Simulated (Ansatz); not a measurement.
# AlN (F-43m): the dielectric response against the k mesh

Aim: how dense a k mesh do ε∞ and the zone-centre modes of AlN (F-43m) need?

Main program and level: Ansatz 0.2.0; DFT LDA, scalar-relativistic, plane waves, PAW; PAW set soft_1.

## Step 1: The structure

Symmetry: F-43m, No. 216, cubic system. The conventional cell has a = 4.368 Å, b = 4.368 Å, c = 4.368 Å, α = 90.00°, β = 90.00°, γ = 90.00°. N has 4 Al at 1.89 Å nearest. Nearest to Al lie 4 N at 1.89 Å. Farther neighbours and most contacts between anions are not listed.

## Step 2: Relaxation

Harmonic phonons are second derivatives at a point where the forces vanish, and they are wanted at zero stress, so atoms and cell are relaxed first.

Input file input.yaml:

```yaml
crystal:
  lattice:
    - [0.0, 2.1839935596, 2.1839935596]
    - [2.1839935596, 0.0, 2.1839935596]
    - [2.1839935596, 2.1839935596, 0.0]
  atoms:
    - { symbol: "N", position: [0.25, 0.25, 0.25] }
    - { symbol: Al, position: [0.0, 0.0, 0.0] }
kpoints:
  mp_grid: { grid: [10, 10, 10] }
hamiltonian:
  xc: lda
  pseudopotentials: { kind: paw, azcp: { folder: soft_1 }, xc_functional: pbe }
scf:
  occupations: { method: gaussian, width: 0.02 }
output:
  forces: true
  stress: true
  eigenvalues: true
  write_density: true
  write_potential: true
  elf: true
  volumetric_format: npy
relax:
  adjacent_minimum: "off"
  f_tol: 0.005
  max_steps: 80
  cell: { stress_tol: 0.05 }
```

The run is started by

```sh
> ansatz run input.yaml --threads 4 --pin off --max-ram 10240MiB --backend cpu --events-out ev --progress --plain --runs-dir out
```

Numbers of over 12 decimals in the logs are rounded to 6 here.

The program printed:

```text
Engine: ansatz 0.2.0, x86_64-unknown-linux-gnu
Pseudopotentials: kind: paw
Pseudopotential: N, paw, valence charge 5, recommended cutoff 420 eV (normal), soft_1/N.paw.azcp
Pseudopotential: Al, paw, valence charge 3, recommended cutoff 420 eV (normal), soft_1/Al.paw.azcp
Functional definition: SPW92
  exchange = slater_x
  correlation = pw_c
Crystal: 2 atoms, lattice volume = 20.835 Å³
Basis set: ecut = 420 eV, 411 PW (Γ)
Bands: 8, of which v1, the nominal top of the filled ones, is band 4 counted from 1 (3 counted from 0)
Symmetry: 24 space group operations
Space group: F-43m (ITA 216), of the structure as read, at distance tolerance 2.8e-5 Å
k-points: 47 of 1000 (time reversal used)
Non-local potential: N, projectors of the file, l = 0: 2, l = 1: 2, l = 2: 1
Non-local potential: Al, projectors of the file, l = 0: 2, l = 1: 2, l = 2: 1
PAW form: soft (Blöchl's): semilocal exchange-correlation on the pseudo side does not see the compensation charge
PAW frozen core: N, regenerated for the run's functional, and the local potential with it (the file was generated under x = pbe(κ = 0.804, μ = 0.219515), c = pbe(β = 0.066725))
PAW frozen core: Al, regenerated for the run's functional, and the local potential with it (the file was generated under x = pbe(κ = 0.804, μ = 0.219515), c = pbe(β = 0.066725))
PAW one-centre angular grid: N, 110 points (default); XC on 64 Gauss nodes
PAW one-centre angular grid: Al, 110 points (default); XC on 64 Gauss nodes
Initial density: superposition of atomic densities (chi_scale 0.1, normalization cell, long waves kept (reshape's long-wave potential 0.00 eV rms))
Initial wavefunctions: pseudopotential atomic-orbital guess
Functional: x = slater, c = lda
SCF iter   1: F=—  HF=-891.283016 eV  |F-HF|=—  |Δ(HF+E_count)|=         —  Δρ=1.34e-1  dr2=4.56e0  ethr=3.10e-3  ⟨swp⟩=4.6  Hψ=2749  notcnv=0
preconditioner: auto → none  [insulator: Δε(μ)=5.576 eV  Ē_g=16.419 eV  σ=0.020 eV  W_gap=1.00  n_scr=0 (ndim 8)  ℏωp=23.0 eV  f_vac=0.000  D(μ)=0.00/eV (n_scr^D=0)  ε∞_Penn≈3.0]
SCF iter   2: F=—  HF=-890.059086 eV  |F-HF|=—  |Δ(HF+E_count)|=    1.22e0  Δρ=7.75e-2  dr2=7.73e-1  ethr=3.10e-3  ⟨swp⟩=3.0  Hψ=1257  notcnv=0
SCF iter   3: F=—  HF=-889.827000 eV  |F-HF|=—  |Δ(HF+E_count)|=   2.32e-1  Δρ=2.20e-2  dr2=5.21e-2  ethr=3.10e-3  ⟨swp⟩=2.4  Hψ=907  notcnv=0
SCF iter   4: F=—  HF=-889.807046 eV  |F-HF|=—  |Δ(HF+E_count)|=   2.00e-2  Δρ=1.00e-3  dr2=7.65e-5  ethr=6.51e-4  ⟨swp⟩=2.0  Hψ=619  notcnv=0
SCF iter   5: F=—  HF=-889.807007 eV  |F-HF|=—  |Δ(HF+E_count)|=   3.96e-5  Δρ=2.82e-4  dr2=5.58e-6  ethr=9.56e-7  ⟨swp⟩=2.0  Hψ=556  notcnv=0
SCF iter   6: F=-889.807003 eV  HF=-889.807003 eV  |F-HF|=3.82e-8  |Δ(HF+E_count)|=   3.43e-6  Δρ=2.78e-5  dr2=7.66e-8  ethr=1.25e-9  ⟨swp⟩=5.2  Hψ=1937  notcnv=0
SCF 1 converged in 6 iterations: F = -889.807003 eV  dr2 = 7.66e-8
  greatest PAW one-centre occupation: 0.782 electrons in one spin orbital (limit 2), on the N atom at site 0 (counted from 0), in its partial waves of l = 0
relax step   1: F+E_penalty+E_count = -889.80700307 eV  Δ(F+E_penalty+E_count) = +0.000e0 eV  max|allowed force component| = 2.082e-16 eV/Å  Δτ_max = 0.0000 Å  P = -3.622 GPa  Ω = 20.835 Å³  (6 SCF iters, dr2 threshold 1.00e-7 eV, accepted)
Crystal: 2 atoms, lattice volume = 20.652 Å³
Initial density: handed on by an earlier stage of this run
Initial wavefunctions: those handed on with the density
iter 1 solved again at ethr=1.27e-5 eV; its pass at ethr=3.10e-3 eV (dr2=1.01e-3 eV) is discarded
SCF iter   1: F=—  HF=-889.810874 eV  |F-HF|=—  |Δ(HF+E_count)|=         —  Δρ=2.08e-3  dr2=1.02e-3  ethr=1.27e-5  ⟨swp⟩=1.0  Hψ=3045  notcnv=0
preconditioner: auto → none  [insulator: Δε(μ)=3.278 eV  Ē_g=15.313 eV  σ=0.020 eV  W_gap=1.00  n_scr=0 (ndim 8)  ℏωp=23.1 eV  f_vac=0.000  D(μ)=0.00/eV (n_scr^D=0)  ε∞_Penn≈3.3]
SCF iter   2: F=—  HF=-889.810604 eV  |F-HF|=—  |Δ(HF+E_count)|=   2.70e-4  Δρ=1.03e-3  dr2=1.56e-4  ethr=1.27e-5  ⟨swp⟩=2.2  Hψ=708  notcnv=0
SCF iter   3: F=—  HF=-889.810553 eV  |F-HF|=—  |Δ(HF+E_count)|=   5.08e-5  Δρ=1.91e-4  dr2=5.20e-6  ethr=1.96e-6  ⟨swp⟩=2.5  Hψ=541  notcnv=0
SCF iter   4: F=-889.810550 eV  HF=-889.810550 eV  |F-HF|=4.84e-9  |Δ(HF+E_count)|=   3.66e-6  Δρ=1.30e-5  dr2=1.68e-8  ethr=2.50e-9  ⟨swp⟩=5.3  Hψ=1956  notcnv=0
SCF 2 converged in 4 iterations: F = -889.810550 eV  dr2 = 1.68e-8
relax step   2: F+E_penalty+E_count = -889.81054970 eV  Δ(F+E_penalty+E_count) = -3.547e-3 eV  max|allowed force component| = 6.708e-17 eV/Å  Δτ_max = 0.0000 Å  P = -1.825 GPa  Ω = 20.652 Å³  energy of the carried Pulay correction = +4.296e-4 eV  (4 SCF iters, dr2 threshold 2.00e-7 eV, accepted)
Crystal: 2 atoms, lattice volume = 20.469 Å³
iter 1 solved again at ethr=1.31e-5 eV; its pass at ethr=3.10e-3 eV (dr2=1.05e-3 eV) is discarded
SCF iter   1: F=—  HF=-889.812339 eV  |F-HF|=—  |Δ(HF+E_count)|=         —  Δρ=2.13e-3  dr2=1.06e-3  ethr=1.31e-5  ⟨swp⟩=1.0  Hψ=3046  notcnv=0
preconditioner: auto → none  [insulator: Δε(μ)=3.282 eV  Ē_g=15.400 eV  σ=0.020 eV  W_gap=1.00  n_scr=0 (ndim 8)  ℏωp=23.2 eV  f_vac=0.000  D(μ)=0.00/eV (n_scr^D=0)  ε∞_Penn≈3.3]
SCF iter   2: F=—  HF=-889.812058 eV  |F-HF|=—  |Δ(HF+E_count)|=   2.81e-4  Δρ=1.03e-3  dr2=1.57e-4  ethr=1.31e-5  ⟨swp⟩=2.2  Hψ=709  notcnv=0
SCF iter   3: F=—  HF=-889.812006 eV  |F-HF|=—  |Δ(HF+E_count)|=   5.18e-5  Δρ=1.91e-4  dr2=5.13e-6  ethr=1.96e-6  ⟨swp⟩=2.5  Hψ=541  notcnv=0
SCF iter   4: F=-889.812002 eV  HF=-889.812002 eV  |F-HF|=4.49e-9  |Δ(HF+E_count)|=   3.74e-6  Δρ=1.31e-5  dr2=1.67e-8  ethr=2.50e-9  ⟨swp⟩=5.3  Hψ=1960  notcnv=0
SCF 3 converged in 4 iterations: F = -889.812002 eV  dr2 = 1.67e-8
  greatest PAW one-centre occupation: 0.783 electrons in one spin orbital (limit 2), on the N atom at site 0 (counted from 0), in its partial waves of l = 0
relax step   3: F+E_penalty+E_count = -889.81200247 eV  Δ(F+E_penalty+E_count) = -1.453e-3 eV  max|allowed force component| = 1.411e-16 eV/Å  Δτ_max = 0.0000 Å  P = +0.046 GPa  Ω = 20.469 Å³  energy of the carried Pulay correction = +8.618e-4 eV  (4 SCF iters, dr2 threshold 2.00e-7 eV, accepted)
Initial wavefunctions: pseudopotential atomic-orbital guess (no wavefunctions were taken with the density)
iter 1 solved again at ethr=5.11e-8 eV; its pass at ethr=3.10e-3 eV (dr2=4.09e-6 eV) is discarded
SCF iter   1: F=—  HF=-889.811239 eV  |F-HF|=—  |Δ(HF+E_count)|=         —  Δρ=9.01e-5  dr2=2.61e-7  ethr=5.11e-8  ⟨swp⟩=2.8  Hψ=3879  notcnv=0
preconditioner: auto → none  [insulator: Δε(μ)=3.249 eV  Ē_g=15.384 eV  σ=0.020 eV  W_gap=1.00  n_scr=0 (ndim 8)  ℏωp=23.2 eV  f_vac=0.000  D(μ)=0.00/eV (n_scr^D=0)  ε∞_Penn≈3.3]
SCF iter   2: F=—  HF=-889.811238 eV  |F-HF|=—  |Δ(HF+E_count)|=   3.58e-7  Δρ=4.23e-5  dr2=7.37e-8  ethr=3.27e-9  ⟨swp⟩=2.6  Hψ=545  notcnv=0
SCF iter   3: F=—  HF=-889.811238 eV  |F-HF|=—  |Δ(HF+E_count)|=   1.67e-8  Δρ=1.74e-5  dr2=1.33e-8  ethr=9.22e-10  ⟨swp⟩=2.1  Hψ=522  notcnv=0
SCF iter   4: F=—  HF=-889.811238 eV  |F-HF|=—  |Δ(HF+E_count)|=   1.31e-9  Δρ=1.19e-6  dr2=6.43e-11  ethr=1.67e-10  ⟨swp⟩=2.6  Hψ=555  notcnv=0
SCF iter   5: F=-889.811238 eV  HF=-889.811238 eV  |F-HF|=1.14e-13  |Δ(HF+E_count)|=  3.42e-11  Δρ=2.07e-8  dr2=4.18e-14  ethr=1.00e-12  ⟨swp⟩=4.6  Hψ=1172  notcnv=0
SCF 4 converged in 5 iterations: F = -889.811238 eV  dr2 = 4.18e-14
relax step   4: F+E_penalty+E_count = -889.81123831 eV  Δ(F+E_penalty+E_count) = +7.642e-4 eV  max|allowed force component| = 1.249e-16 eV/Å  Δτ_max = 0.0000 Å  P = -0.030 GPa  Ω = 20.469 Å³  stress off target by 3.00e-2 GPa  SCF on the basis re-selected at this cell (its energy is not comparable with the rows above)  (5 SCF iters)
basis re-selected at this cell: Δ(F+E_penalty+E_count) = +7.642e-4 eV, ΔP = -0.076 GPa vs the last step (what re-selecting the basis moved, of the pressure what is left beyond the Pulay correction that the steps carried, after the strain that the cell walked since its last selection, with what the two solves' SCF thresholds leave and, on support functions, any second-order correction that the steps lacked; it is no m [...]
SCF converged after 5 iterations
Free energy (F): -889.811238 eV
Harris-Foulkes:  -889.811238 eV  (|F-HF|=1.14e-13)
Internal energy: -889.811238 eV  (E = F + TS)
E sigma→0 (E₀):  -889.811238 eV
Fermi energy:    8.478880 eV
--- Per-component energies (eV) ---
  E_band       = 14.515823
  E_kinetic    = 156.772690
  E_local      = -208.064101  (includes V_loc(G=0)·N_el)
  E_nonlocal   = 46.757489
  E_hartree    = 75.724075
  E_xc         = -98.120220
  E_vxc        = -106.821847  (∫ρ·V_xc dr)
  E_paw        = -564.659863  (= ΣΔE_a)
  E_vpaw       = -25.577448  (= ΣTr[D̂ρ^β])
  E_aug_tail   = 0.000892  (compensation charges beyond the density's cutoff)
  E_ewald      = -298.357962
  E_core_change = 0.135761  (= ΣΔE_core)
  E_smearing   = -0.000000  (= −TS)
  E_closure    = -0.000000  (closes the sum)
  Σ components = -889.811238   (vs F -889.811238, Δ=0.00e0)
--- Forces (eV/Å), atoms counted from 1 ---
  atom   1  N      0.00000000     0.00000000     0.00000000
  atom   2  Al    -0.00000000    -0.00000000    -0.00000000
  max |Σ_I F_I| component: 1.20e-16 eV/Å
--- Stress (GPa, compression-positive) ---
       -0.030010       0.000000       0.000000
        0.000000      -0.030010       0.000000
       -0.000000       0.000000      -0.030010
  P = ⅓ Tr σ = -0.0300 GPa (-0.300 kbar)
--- Band table (eV; the first three rows and the last of 47) ---
  k-point 0: bands = ["-8.0597", "6.8541", "6.8541", "6.8541", "11.2398", "19.3829", "19.3829", "19.3829"]
  k-point 1: bands = ["-7.9074", "6.0497", "6.8021", "6.8021", "11.8803", "19.0001", "19.5163", "19.5163"]
  k-point 2: bands = ["-7.4729", "4.4316", "6.6725", "6.6725", "12.9745", "18.2132", "19.4350", "19.4350"]
  k-point 46: bands = ["-5.1632", "2.7055", "3.6905", "4.1736", "12.5314", "17.6548", "19.2552", "19.5180"]
--- Relaxed structure (3 steps of the walk, 3 accepted, 1 SCFs on fresh bases) ---
  F+E_penalty+E_count = -889.81123831 eV   max|allowed force component| = 1.249e-16 eV/Å   (the final SCF, on the basis selected at the relaxed cell)
  cell:  # Å, volume = 20.4692 Å³
    - [0, 2.171151, 2.171151]
    - [2.171151, 0, 2.171151]
    - [2.171151, 2.171151, 0]
  atoms:
    - { symbol: N, position: [0.250000, 0.250000, 0.250000] }
    - { symbol: Al, position: [0, 0, 0] }
```

Wall time 0.61 s (4 threads of AMD EPYC 9B45 (Zen 5), shared host); peak memory 0.35 GiB.

Relaxation path:

```
step  energy less that of the first step (eV)  largest force component (eV/Å)  pressure (GPa)  volume (Å³)
   1                                   0.0000                          0.0000           -3.62        20.83
   2                                  -0.0035                          0.0000           -1.82        20.65
   3                                  -0.0050                          0.0000            0.05        20.47
  4*                                  -0.0042                          0.0000           -0.03        20.47
```

Relaxation steps marked * repeat the geometry before them on a plane-wave basis chosen anew for their cell, so energy and pressure can jump there.

The run keeps the 24 symmetry operations that it works with, so distortions that break them were not tested.

```
conventional cell, symmetrised  before  after  change
                         a (Å)   4.368  4.342  -0.6 %
                         b (Å)   4.368  4.342  -0.6 %
                         c (Å)   4.368  4.342  -0.6 %
              volume (Å³/atom)   10.42  10.23  -1.8 %
```

The relaxed structure:

```xyz
2
Lattice="0.0000 2.1712 2.1712 2.1712 0.0000 2.1712 2.1712 2.1712 0.0000" Properties=species:S:1:pos:R:3 pbc="T T T"
N     1.0856    1.0856    1.0856
Al    0.0000    0.0000    0.0000
```

Numbers from this step:

```
pressure          : -0.03001 GPa
gap on the k-mesh : 3.250 eV
volume per atom   : 10.23 Å³
```

ELF in the ac plane of a cell with a along [110], b along [-110] and c along [001] of the cube at fractional y = 0.500, with atoms of N and Al within 0.2 Å of it. It is the smooth field of the valence electrons, not physical close to the nuclei.

Values, 7 rows by 16 columns, each cell a mean:
```
0.25 0.15 0.07 0.06 0.06 0.06 0.11 0.22 0.25 0.15 0.07 0.06 0.06 0.06 0.11 0.22
0.06 0.09 0.13 0.16 0.16 0.14 0.10 0.07 0.06 0.09 0.13 0.16 0.16 0.14 0.10 0.07
0.17 0.16 0.10 0.07 0.07 0.08 0.14 0.17 0.17 0.16 0.10 0.07 0.07 0.08 0.14 0.17
0.68 0.65 0.37 0.06 0.07 0.19 0.58 0.68 0.68 0.65 0.37 0.06 0.07 0.19 0.58 0.68
0.57 0.81 0.80 0.34 0.16 0.67 0.85 0.68 0.57 0.81 0.80 0.34 0.16 0.67 0.85 0.68
0.43 0.73 0.68 0.30 0.18 0.55 0.76 0.56 0.43 0.73 0.68 0.30 0.18 0.55 0.76 0.56
0.74 0.61 0.32 0.08 0.05 0.20 0.50 0.71 0.74 0.61 0.32 0.08 0.05 0.20 0.50 0.71
```
Columns run along a (6.1 Å), rows up along c (4.3 Å), edges of the conventional cell, whose origin can differ from the input's. Atoms in or near the plane, at fractional coordinates: N at (0.50, 0.25), N at (0.00, 0.25), Al at (0.75, 0.50), Al at (0.25, 0.50).

Electrostatic potential energy in the ac plane of a cell with a along [110], b along [-110] and c along [001] of the cube at fractional y = 0.500, with atoms of N and Al within 0.2 Å of it. With pseudopotentials it is smooth inside the atoms' cores, unlike the true potential.

Values in eV, 7 rows by 16 columns, each cell a mean:
```
 10  10  11  12  12  11  11  10  10  10  11  12  12  11  11  10
 10   9   8   6   5   7   9   9  10   9   8   6   5   7   9   9
  9   5  -4  -3  -1  -5   2   8   9   5  -4  -3  -1  -5   2   8
  7   3  -6   9  12  -1  -3   6   7   3  -6   9  12  -1  -3   6
-28 -12  -1  -4  -3  -2  -4 -24 -28 -12  -1  -4  -3  -2  -4 -24
-35 -16   7   9   9   9  -3 -30 -35 -16   7   9   9   9  -3 -30
  3   8  11  12  12  12  10   5   3   8  11  12  12  12  10   5
```
Columns run along a (6.1 Å; values clipped at the 3rd and 97th percentile), rows up along c (4.3 Å), edges of the conventional cell, whose origin can differ from the input's. Atoms in or near the plane, at fractional coordinates: N at (0.50, 0.25), N at (0.00, 0.25), Al at (0.75, 0.50), Al at (0.25, 0.50).

Valence density in the ac plane of a cell with a along [110], b along [-110] and c along [001] of the cube at fractional y = 0.500, with atoms of N and Al within 0.2 Å of it. It is the smooth field of the valence electrons, not physical close to the nuclei.

Ten even steps from '0' (0.1 e/Å³) to '9' (3.5 e/Å³), each cell a mean:
```
00000000000000000
00000000000000000
00000000000000000
00000000000000000
00000000000000000
00000000000000000
21000011221000012
74100014762100136
97200027994100149
95100015983000138
42000002431000013
10000000110000001
```
Columns run along a (6.1 Å), rows up along c (4.3 Å), edges of the conventional cell, whose origin can differ from the input's. Atoms in or near the plane, at fractional coordinates: N at (0.50, 0.25), N at (0.00, 0.25), Al at (0.75, 0.50), Al at (0.25, 0.50).

In this step the volume went from 10.42 to 10.23 Å³/atom.

## Step 3: Tight relaxation

Phonons need small forces and stress, so the relaxation is finished with tight tolerances on 12×12×12 k points.

Input file input.yaml:

```yaml
crystal:
  lattice:
    - [0.0, 2.1711512261, 2.1711512261]
    - [2.1711512261, 0.0, 2.1711512261]
    - [2.1711512261, 2.1711512261, 0.0]
  atoms:
    - { symbol: "N", position: [0.25, 0.25, 0.25] }
    - { symbol: Al, position: [0.0, 0.0, 0.0] }
kpoints:
  mp_grid: { grid: [12, 12, 12] }
hamiltonian:
  xc: lda
  pseudopotentials: { kind: paw, azcp: { folder: soft_1 }, xc_functional: pbe }
scf:
  occupations: { method: fixed }
output:
  forces: true
  stress: true
  eigenvalues: true
relax:
  adjacent_minimum: "off"
  f_tol: 0.001
  max_steps: 60
  cell: { stress_tol: 0.01 }
```

The program printed:

```text
[...]
Crystal: 2 atoms, lattice volume = 20.469 Å³
Basis set: ecut = 420 eV, 411 PW (Γ)
Bands: 8, of which v1, the nominal top of the filled ones, is band 4 counted from 1 (3 counted from 0)
Symmetry: 24 space group operations
[...]
k-points: 72 of 1728 (time reversal used)
[...]
-0.000000       0.000000       0.000880
  P = ⅓ Tr σ = 0.0009 GPa (0.009 kbar)
--- Band table (eV; the first three rows and the last of 72) ---
[...]
--- Relaxed structure (3 steps of the walk, 3 accepted, 1 SCFs on fresh bases) ---
[...]
cell:  # Å, volume = 20.4662 Å³
    - [0, 2.171045, 2.171045]
    - [2.171045, 0, 2.171045]
    - [2.171045, 2.171045, 0]
  atoms:
    - { symbol: N, position: [0.25, 0.25, 0.25] }
    - { symbol: Al, position: [0, 0, 0] }
[key lines of the parts left out:]
SCF converged after 4 iterations
Free energy (F): -889.811233 eV
Fermi energy:    6.855612 eV
```

Wall time 0.69 s (4 threads); peak memory 0.35 GiB; 2.2 s of CPU time.

Little changed from the start: no atom moved by 0.005 Å and no cell edge by 0.1 %.

This step gave:

| Item | Value |
| --- | --- |
| pressure | 8.80e-4 GPa |

The forces vanish by symmetry and the pressure is 0.001 GPa, within the tolerances set. The cell now holds 10.23 Å³/atom.

(Continued in part 2 of 2.)

[Logs are printed without paths, hosts, clocks, repeated set-up lines and the standing remarks that a program may print on its own settings, such as how far it seeks lower states.]

[Hosts, paths, dates, database ids (printed as entryN), source tags and the programs' standing remarks are cut or masked in the printed files.]
